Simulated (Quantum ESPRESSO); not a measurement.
# Core-hole calculation of the As K edge in As (Pm-3m), part 2 of 3

What does one-electron theory with a core hole give for the As K edge of As (Pm-3m)?

Quantum ESPRESSO 7.5; X-ray absorption near-edge structure, plane-wave PAW LDA, one-electron final states by a Lanczos continued fraction.

So far. Step 2 (Ground state of the crystal): The mesh shows no gap, so the system is treated as a metal and the core electron is put at the Fermi level (neutral cell). Step 3 (Spectrum without a core hole, As atom 1): Main maxima below 30 eV (height): 4.9 eV (1.71), 12.9 eV (0.79) and 20.1 eV (0.83). A K edge sees empty p states on the absorber.

This is not the structure that As takes at ambient pressure and room temperature (space group No. 166); it is a model or a phase of other conditions.

**6. Supercell with XCH, As atom 1**

Level of this step: plane-wave PAW DFT, LDA, scalar-relativistic, self-consistent field (Quantum ESPRESSO).

The holes are 5.4 Å apart. The excited electron is kept in the cell, where it fills the lowest empty states and screens the hole.

The input, scf.in:

```
&control
   calculation='scf', prefix='x', pseudo_dir='../pp', outdir='tmp', tprnfor=.true.
/
&system
   ibrav=0, nat=8, ntyp=2, nbnd=25
   ecutwfc=40, ecutrho=220
   occupations='smearing', smearing='mv', degauss=0.015
/
&electrons
   conv_thr=8.0e-08, electron_maxstep=120
   mixing_beta=0.5
/
ATOMIC_SPECIES
As0 1.0 As.lda-nx-kjpaw-1sch.UPF
As 1.0 As.lda-nx-kjpaw.UPF
CELL_PARAMETERS angstrom
  5.40736349 0.00000000 0.00000000
  0.00000000 5.40736349 0.00000000
  0.00000000 0.00000000 5.40736349
ATOMIC_POSITIONS crystal
As0  0.25000000 0.25000000 0.25000000
As   0.25000000 0.25000000 0.75000000
As   0.25000000 0.75000000 0.25000000
As   0.75000000 0.25000000 0.25000000
As   0.25000000 0.75000000 0.75000000
As   0.75000000 0.25000000 0.75000000
As   0.75000000 0.75000000 0.25000000
As   0.75000000 0.75000000 0.75000000
K_POINTS automatic
5 5 5 0 0 0
```

The run is started by

```console
OMP_NUM_THREADS=1 mpirun --oversubscribe --bind-to none -np 4 pw.x -nk 4 -in scf.in > scf.out
```

What it wrote:

```text
     [... banner and references ...]
[banner, memory and clock lines left out]
using ibrav=0 with symmetry is DISCOURAGED, use correct ibrav instead

     G-vector sticks info

     bravais-lattice index     =            0
     lattice parameter (alat)  =      10.2184  a.u.
     unit-cell volume          =    1066.9727 (a.u.)^3
     number of atoms/cell      =            8
     number of atomic types    =            2
     number of electrons       =        41.00
     number of Kohn-Sham states=           25
     kinetic-energy cutoff     =      40.0000  Ry
     charge density cutoff     =     220.0000  Ry
     scf convergence threshold =      8.0E-08
     mixing beta               =       0.5000
     number of iterations used =            8  plain     mixing
     Exchange-correlation= SLA  PZ   NOGX NOGC
                           (   1   1   0   0   0   0   0)

     celldm(1)=  10.218436  celldm(2)=   0.000000  celldm(3)=   0.000000
     celldm(4)=   0.000000  celldm(5)=   0.000000  celldm(6)=   0.000000

     crystal axes: (cart. coord. in units of alat)
               a(1) = (   1.000000   0.000000   0.000000 )
               a(2) = (   0.000000   1.000000   0.000000 )
               a(3) = (   0.000000   0.000000   1.000000 )

     reciprocal axes: (cart. coord. in units 2 pi/alat)
               b(1) = (  1.000000  0.000000  0.000000 )
               b(2) = (  0.000000  1.000000  0.000000 )
               b(3) = (  0.000000  0.000000  1.000000 )

     PseudoPot. #1 for As:     Pseudo is Projector augmented-wave + core cor, Zval =  6.0

     PseudoPot. #2 for As:     Pseudo is Projector augmented-wave + core cor, Zval =  5.0

[...]
Davidson diagonalization with overlap
     ethr =  3.12E-08,  avg # of iterations =  2.5

     total energy              =   -1345.37291635 Ry
     estimated scf accuracy    <       0.00000023 Ry

     iteration #  7     ecut=    40.00 Ry     beta= 0.50
     Davidson diagonalization with overlap
     ethr =  5.58E-10,  avg # of iterations =  4.8

     End of self-consistent calculation

          k = 0.0000 0.0000 0.0000 (  4553 PWs)   bands (ev):

    -7.3093  -4.8849  -3.8059  -3.8059  -1.4507  -0.5762  -0.5762   0.9881
     0.9881   0.9881   2.6584   3.4074   3.4074   3.4074   3.8744   3.8744
     3.8744   6.0620   6.0620   6.0620  10.5351  10.5351  10.5352  11.8467
    11.8467

     [... bands of 9 further k-points ...]

     the Fermi energy is     8.2859 ev

!    total energy              =   -1345.37291649 Ry
     total all-electron energy =    -35253.407450 Ry
     estimated scf accuracy    <       0.00000002 Ry
     smearing contrib. (-TS)   =      -0.00055938 Ry
     internal energy E=F+TS    =   -1345.37235711 Ry

     The total energy is F=E-TS. E is the sum of the following terms:
     one-electron contribution =      39.87518179 Ry
     hartree contribution      =       4.71900695 Ry
     xc contribution           =     -91.19820086 Ry
     ewald contribution        =    -116.89677685 Ry
     one-center paw contrib.   =   -1181.87156814 Ry

     convergence has been achieved in   7 iterations

     Forces acting on atoms (cartesian axes, Ry/au):

     atom    1 type  1   force =     0.00000000    0.00000000    0.00000000
     atom    2 type  2   force =     0.00000000    0.00000000    0.00000000
     atom    3 type  2   force =     0.00000000    0.00000000    0.00000000
[...]
atom    7 type  2   force =     0.00000000    0.00000000    0.00000000
     atom    8 type  2   force =     0.00000000    0.00000000    0.00000000

     Total force =     0.000000     Total SCF correction =     0.000000

     XML data file, charge density, pseudopotentials, collected wavefunctions
```

Wall time 8 s (4 MPI ranks of Intel Xeon Platinum 8259CL at 2.50GHz (Skylake/Cascade Lake), shared host); peak memory 0.1 GiB; 31 s of CPU time.

Energy with the hole: -479647.043 eV, cores included.

**7. Spectrum with XCH, As atom 1**

The Lanczos recursion gives the spectrum without computing empty bands; each polarisation needs a run of its own on the full k mesh. xe0 is set between filled and empty states, and states below it are cut, here at the Fermi level, which holds the excited electron. The file of filecore holds the core orbital, taken from the hole-free data set.

The input, xspectra.in:

```
&input_xspectra
   calculation='xanes_dipole', edge='K'
   prefix='x', outdir='tmp', xiabs=1, xe0=8.2859
   xonly_plot=.false., x_save_file='xanes.sav'
   xniter=3000, xcheck_conv=20, xerror=0.005
   xcoordcrys=.false., xepsilon(1)=1, xepsilon(2)=0, xepsilon(3)=0
/
&plot
   xnepoint=501, xemin=-10, xemax=70, terminator=.true., cut_occ_states=.true.
   xgamma=0.4
/
&pseudos
   filecore='../As.wfc'
/
&cut_occ
   cut_desmooth=0.1, cut_stepl=0.05, cut_stepu=0.05, cut_ierror=1e-5
/
5 5 5 0 0 0
```

The run is started by

```console
OMP_NUM_THREADS=1 mpirun --oversubscribe --bind-to none -np 4 xspectra.x -nk 4 -in xspectra.in > xspectra.out
```

What it wrote:

```text
     [... banner and references ...]
Reading input_file

     calculation: xanes_dipole

     xepsilon  [cartesian coordinates]:   1.000000   0.000000   0.000000

     xonly_plot: FALSE
        => complete calculation: Lanczos + spectrum plot

     filecore (core-wavefunction file): ../As.wfc

     main plot parameters:
        cut_occ_states: TRUE
        gamma_mode:  constant
        -> using xgamma [eV]:  0.40
        xemin [eV]: -10.00
        xemax [eV]:  70.00
        xnepoint:  501
        xe0 [eV]:   8.285900 (energy zero read in input file)

     WARNING: variable ef_r is obsolete

                      Reading SCF save directory: x.save

     tmp/x.save/

     Exchange-correlation= PZ
                           (   1   1   0   0   0   0   0)

     G-vector sticks info

                           Getting the Fermi energy

     From SCF save directory:
        ehomo [eV]:    8.6044 (highest occupied level)
        elumo [eV]:    8.6714 (lowest occupied level)
        ef    [eV]:    8.6044

     -> ef (in eV) will be written in x_save_file

                           Energy zero of the spectrum

     -> ef will NOT be used as energy zero of the spectrum
       (because xe0 read in input file)

     G-vector sticks info

     bravais-lattice index     =            0
     lattice parameter (alat)  =      10.2184  a.u.
     unit-cell volume          =    1066.9727 (a.u.)^3
     number of atoms/cell      =            8
     number of atomic types    =            2
     number of electrons       =        41.00
     number of Kohn-Sham states=           25
     kinetic-energy cutoff     =      40.0000  Ry
     charge density cutoff     =     220.0000  Ry
     Exchange-correlation= PZ
                           (   1   1   0   0   0   0   0)

     celldm(1)=  10.218436  celldm(2)=   0.000000  celldm(3)=   0.000000
     celldm(4)=   0.000000  celldm(5)=   0.000000  celldm(6)=   0.000000

     crystal axes: (cart. coord. in units of alat)
               a(1) = (   1.000000   0.000000   0.000000 )
               a(2) = (   0.000000   1.000000   0.000000 )
               a(3) = (   0.000000   0.000000   1.000000 )

     reciprocal axes: (cart. coord. in units 2 pi/alat)
               b(1) = (  1.000000  0.000000  0.000000 )
               b(2) = (  0.000000  1.000000  0.000000 )
               b(3) = (  0.000000  0.000000  1.000000 )

     PseudoPot. #1 for As:     Pseudo is Projector augmented-wave + core cor, Zval =  6.0

     PseudoPot. #2 for As:     Pseudo is Projector augmented-wave + core cor, Zval =  5.0

     atomic species   valence    mass     pseudopotential
     As0               6.00     1.00000     As( 1.00)
     As                5.00     1.00000     As( 1.00)

     48 Sym. Ops., with inversion, found

   Cartesian axes

     site n.     atom                  positions (alat units)
         1        As0    tau(   1) = (   0.2500000   0.2500000   0.2500000  )
         2        As     tau(   2) = (   0.2500000   0.2500000   0.7500000  )
         3        As     tau(   3) = (   0.2500000   0.7500000   0.2500000  )
         4        As     tau(   4) = (   0.7500000   0.2500000   0.2500000  )
         5        As     tau(   5) = (   0.2500000   0.7500000   0.7500000  )
         6        As     tau(   6) = (   0.7500000   0.2500000   0.7500000  )
         7        As     tau(   7) = (   0.7500000   0.7500000   0.2500000  )
         8        As     tau(   8) = (   0.7500000   0.7500000   0.7500000  )

     number of k points=   125  Marzari-Vanderbilt smearing, width (Ry)=  0.0150

     Number of k-points >= 100: set verbosity='high' to print them.

     Dense  grid:    58701 G-vectors     FFT dimensions: (  50,  50,  50)

     Smooth grid:    36377 G-vectors     FFT dimensions: (  48,  48,  48)

     The potential is recalculated from file :
     tmp/x.save/charge-density

     Starting wfcs are   32 atomic wfcs
     Checking if some PAW data can be deallocated...

               Reading core wavefunction file for the absorbing atom

     ../As.wfc successfully read

                              Attributing the PAW radii
                     for the absorbing atom [units: Bohr radius]

        PAW proj 1: r_paw(l= 0)= 2.70  (1.5*r_cut)
        PAW proj 2: r_paw(l= 0)= 2.70  (1.5*r_cut)
        PAW proj 3: r_paw(l= 1)= 3.00  (1.5*r_cut)
        PAW proj 4: r_paw(l= 1)= 3.00  (1.5*r_cut)

        NB: The calculation will not necessary use all these r_paw values.
            - For a edge in the electric-dipole approximation,
              only the r_paw(l=1) values are used.
            - For a K edge in the electric-quadrupole approximation,
              only the r_paw(l=2) values are used.

            - For a L2 or L3 edge in the electric-quadrupole approximation,

              all projectors (s, p and d) are used.

                          Starting XANES calculation
                     in the electric dipole approximation

     Method of calculation based on the Lanczos recursion algorithm
        - STEP 1: Construction of a kpoint-dependent Lanczos basis,
          in which the Hamiltonian is tridiagonal (each 'iter'
          corresponds to the calculation of one more Lanczos vector)
        - STEP 2: Calculation of the cross-section as a continued fraction
          averaged over the k-points.

     ... Begin STEP 1 ...

        Radial transition matrix element(s) used in the calculation of the
        initial vector of the Lanczos basis (|tilde{phi}_abs> normalized)
        | For PAW proj. (l=1) #1: radial matrix element =   0.003338364
        | For PAW proj. (l=1) #2: radial matrix element =   0.004887809

NB: the    32 k-point are not all listed below because npool=  4
        |-------------------------------------------------------------
        ! k-point #     1:  ( 0.0000,  0.0000,  0.0000),  0.0160,   1
        |-------------------------------------------------------------
 okvan= T
        |   Norm of the initial Lanczos vector: 0.33204946E-02
        |   Estimated error at iter     20:   1.00510913
        |   Estimated error at iter     40:   0.36811091
        |   Estimated error at iter     60:   0.35908710
        |   Estimated error at iter     80:   0.18274478
        |   Estimated error at iter    100:   0.13316795
[...]
!   => CONVERGED at iter    160 with error=  0.00039399
        |-------------------------------------------------------------
        ! k-point #     2:  ( 0.0000,  0.0000,  0.2000),  0.0160,   1
        |-------------------------------------------------------------
 okvan= T
        |   Norm of the initial Lanczos vector: 0.33205097E-02
[...]
!   => CONVERGED at iter    400 with error=  0.00276536
        |-------------------------------------------------------------
     [... 29 further k-points ...]
        ! k-point #    32:  ( 0.2000,  0.2000,  0.2000),  0.0160,   1
        |-------------------------------------------------------------
 okvan= T
        |   Norm of the initial Lanczos vector: 0.33205329E-02
[...]
|   Estimated error at iter    320:   0.02128935
        |   Estimated error at iter    340:   0.01263377
        |   Estimated error at iter    360:   0.00992887
        !   => CONVERGED at iter    380 with error=  0.00384730

     Results of STEP 1 successfully written in x_save_file
     x_save_file name:
     ->  xanes.sav
     x_save_file version:  2

     ... End STEP 1 ...

     ... Begin STEP 2 ...

     The spectrum is calculated using the following parameters:
        xe0 [eV]:    8.2859
        the occupied states are elimintate from the spectrum
        xemin [eV]: -10.00
        xemax [eV]:  70.00
        xnepoint:  501
        constant broadening parameter [eV]:    0.400
        Core level energy [eV]: -0.1187E+05
         (from electron binding energy of neutral atoms in X-ray data booklet)

     Cross-section successfully written in xanes.dat

     ... End STEP 2 ...

                                END JOB XSpectra
```

The job ended after 48 s (4 MPI ranks; peak memory 0.08 GiB).

The As K spectrum, As atom 1, excited-electron core hole (neutral cell) (energy from the energy zero of the input (xe0, at the border of filled and empty states); intensity scaled to a mean of 1 over the first 20 eV; folded afterwards to Lorentzian half width 1.07 eV up to 4 eV, rising linearly to 1.75 eV at 25 eV; the points at xe0, where the cut of filled states can leave a spike, are interpolated):

| E (eV) | intensity |
| --- | --- |
| -2.0 | 0.24 |
| -1.4 | 0.32 |
| -0.8 | 0.46 |
| -0.2 | 0.68 |
| 0.4 | 0.94 |
| 1.0 | 1.16 |
| 1.6 | 1.43 |
| 2.2 | 1.72 |
| 2.8 | 1.86 |
| 3.4 | 1.96 |
| 4.0 | 1.95 |
| 4.6 | 1.70 |
| 5.2 | 1.39 |
| 5.8 | 1.15 |
| 6.4 | 0.95 |
| 7.0 | 0.78 |
| 7.6 | 0.67 |
| 8.2 | 0.62 |
| 8.8 | 0.59 |
| 9.4 | 0.58 |
| 10.0 | 0.63 |
| 10.6 | 0.70 |
| 11.2 | 0.77 |
| 11.8 | 0.81 |
| 12.4 | 0.82 |
| 13.0 | 0.80 |
| 13.6 | 0.78 |
| 14.2 | 0.79 |
| 14.8 | 0.82 |
| 15.4 | 0.84 |
| 16.0 | 0.83 |
| 16.6 | 0.83 |
| 17.2 | 0.84 |
| 17.8 | 0.84 |
| 18.4 | 0.84 |
| 19.0 | 0.83 |
| 19.6 | 0.84 |
| 20.2 | 0.86 |
| 20.8 | 0.88 |
| 21.4 | 0.88 |
| 22.0 | 0.86 |
| 22.6 | 0.84 |
| 23.2 | 0.83 |
| 23.8 | 0.81 |
| 24.4 | 0.81 |
| 25.0 | 0.80 |
| 25.6 | 0.81 |
| 26.2 | 0.81 |
| 26.8 | 0.81 |
| 27.4 | 0.81 |
| 28.0 | 0.82 |
| 28.6 | 0.83 |
| 29.2 | 0.83 |
| 29.8 | 0.83 |
| 30.4 | 0.83 |
| 31.0 | 0.84 |
| 31.6 | 0.86 |

Main maxima below 30 eV (height): 3.8 eV (1.99), 12.1 eV (0.82) and 21.0 eV (0.88). 

**8. Reference energy of the cell**

The cell and mesh change for the next run, so it gets a reference energy of its own.

The input, scf.in:

```
&control
   calculation='scf', prefix='x', pseudo_dir='../pp', outdir='tmp', tprnfor=.true.
/
&system
   ibrav=0, nat=1, ntyp=1, nbnd=7
   ecutwfc=40, ecutrho=220
   occupations='smearing', smearing='mv', degauss=0.015
/
&electrons
   conv_thr=1.0e-08, electron_maxstep=120
   mixing_beta=0.5
/
ATOMIC_SPECIES
As 1.0 As.lda-nx-kjpaw.UPF
CELL_PARAMETERS angstrom
  2.70368174 0.00000000 0.00000000
  0.00000000 2.70368174 0.00000000
  0.00000000 0.00000000 2.70368174
ATOMIC_POSITIONS crystal
As   0.50000000 0.50000000 0.50000000
K_POINTS automatic
9 9 9 0 0 0
```

The run is started by

```console
OMP_NUM_THREADS=1 mpirun --oversubscribe --bind-to none -np 4 pw.x -nk 4 -in scf.in > scf.out
```

What it wrote:

```text
     [... banner and references ...]
[banner, memory and clock lines left out]
using ibrav=0 with symmetry is DISCOURAGED, use correct ibrav instead

     G-vector sticks info

     bravais-lattice index     =            0
     lattice parameter (alat)  =       5.1092  a.u.
     unit-cell volume          =     133.3716 (a.u.)^3
     number of atoms/cell      =            1
     number of atomic types    =            1
[...]
hartree contribution      =       0.48810661 Ry
     xc contribution           =     -11.49410961 Ry
     ewald contribution        =     -13.88322770 Ry
     one-center paw contrib.   =    -149.88803074 Ry

     convergence has been achieved in   4 iterations

     Forces acting on atoms (cartesian axes, Ry/au):

     atom    1 type  1   force =     0.00000000    0.00000000    0.00000000

     Total force =     0.000000     Total SCF correction =     0.000000

     XML data file, charge density, pseudopotentials, collected wavefunctions
[key lines of the parts left out:]
!    total energy              =    -169.80283702 Ry
the Fermi energy is     8.1517 ev
```

Wall time 1.8 s (4 MPI ranks); peak memory 0.05 GiB.

[end of part 2 of 3]

[Banner, clock and machine lines of the logs are left out without a mark of their own.]

[Logs are printed without paths, hosts, clocks, repeated set-up lines and the standing remarks that a program may print on its own settings, such as how far it seeks lower states.]

[Hosts, paths, dates, database ids (printed as entryN), source tags and the programs' standing remarks are cut or masked in the printed files.]

[Lists of maxima count a maximum above −3 eV only where it reaches 4 % of the highest in the window and stands out from its surroundings by 2 % of it (1.5 % where it reaches 55 %); shoulders and weaker maxima are passed over, and of the rest the first, up to two pre-edge ones and the few strongest are named.]
